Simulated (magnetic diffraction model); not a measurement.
**Pr2Be12TlCo4: what an assumed order does to the neutron pattern**

Space group R3m (no. 160), a = 8.4630 Å, c = 12.2540 Å.

| site | atom | x | y | z |
| --- | --- | --- | --- | --- |
| 3a | Tl | 1/3 | 2/3 | 0.7601 |
| 3a | Pr | 1/3 | 2/3 | 0.0133 |
| 3a | Pr | 1/3 | 2/3 | 0.3211 |
| 3a | Co | 1/3 | 2/3 | 0.5568 |
| 9b | Co | 0.6619 | 0.8309 | 0.1830 |
| 9b | Be | 0.6676 | 0.8338 | 0.8361 |
| 9b | Be | 0.9869 | 0.4934 | 0.1577 |
| 18c | Be | 0.3903 | 0.0460 | 0.3335 |

This is a made-up structure (elements placed in a structure type, unrelaxed), so the numbers test the method and describe no known phase.

Only Pr and Co are taken to order (form factors of Pr3+ and Co2+); orders and moment sizes are assumed, and not adapted to the symmetry. Radiation: neutrons of λ = 2.36 Å, 8° to 65°; isotropic B of 0.23 Å² (Tl), 0.34 Å² (Pr), 0.45 Å² (Co) and 0.7 Å² (Be). The intensities are simulated: I ∝ L Σ (|F_N|² + |F_M⊥|²) for unpolarised neutrons, with F_M = 2.695 fm/μB × Σ f(s) S exp(2πi Q·r) exp(−B s²) at Q = H ± k (one set where k and −k are equivalent), only the part normal to Q counting and L = 1/(sin²θ cos θ). For collinear order S is the moment m, which repeats by lattice and centring translations R with the sign exp(−2πi k·R). Form factors are spin-only for 3d ions and dipole or tabulated for f ions, scattering lengths are Sears's of 1992, and absorption is left out. A label names one of the reflections at its angle. The strongest nuclear line in the range is 100, and lines under 0.2 are left out.

Assume the order k = (0 0 0), collinear moments along [101], 0.9 μB on Pr and 0.41 μB on Co; signs + at (1/3, 2/3, 0.0133), + at (1/3, 2/3, 0.3211), − at (1/3, 2/3, 0.5568), − at (0.6619, 0.8309, 0.1830), − at (0.1691, 0.3381, 0.1830), − at (0.1691, 0.8309, 0.1830).

Predict the pattern, nuclear and magnetic parts apart.

```
2θ (°)    index  nuclear  magnetic
 21.63  (1 0 1)    100.0       2.0
 29.08  (0 1 2)      5.5       0.5
 32.38  (1 1 0)     52.7       3.0
 33.58  (0 0 3)      2.6       1.0
 39.28  (0 2 1)     74.1       3.0
 44.07  (2 0 2)     25.3       0.8
 47.35  (1 1 3)      8.5       1.5
 49.35  (1 0 4)     10.1       0.3
 51.79  (2 1 1)      2.4       0.8
 55.74  (1 2 2)     12.8       0.3
 57.76  (3 0 0)     73.5       0.9
 60.27  (0 2 4)     40.4       0.1
 61.02  (0 1 5)      6.2       0.0
```

The strongest magnetic line in the range is (1 1 0) at 32.38° (3.0). On top of the Lorentz factor, which all lines share, magnetic lines fade with angle because f falls: for Pr3+ it is 0.97, 0.88, 0.76 and 0.50 at sin θ/λ = 0.1, 0.2, 0.3 and 0.5 Å⁻¹, while nuclear lengths stay constant. The net moment is 0.16 μB a primitive cell.

[Logs are printed without paths, hosts, clocks, repeated set-up lines and the standing remarks that a program may print on its own settings, such as how far it seeks lower states.]
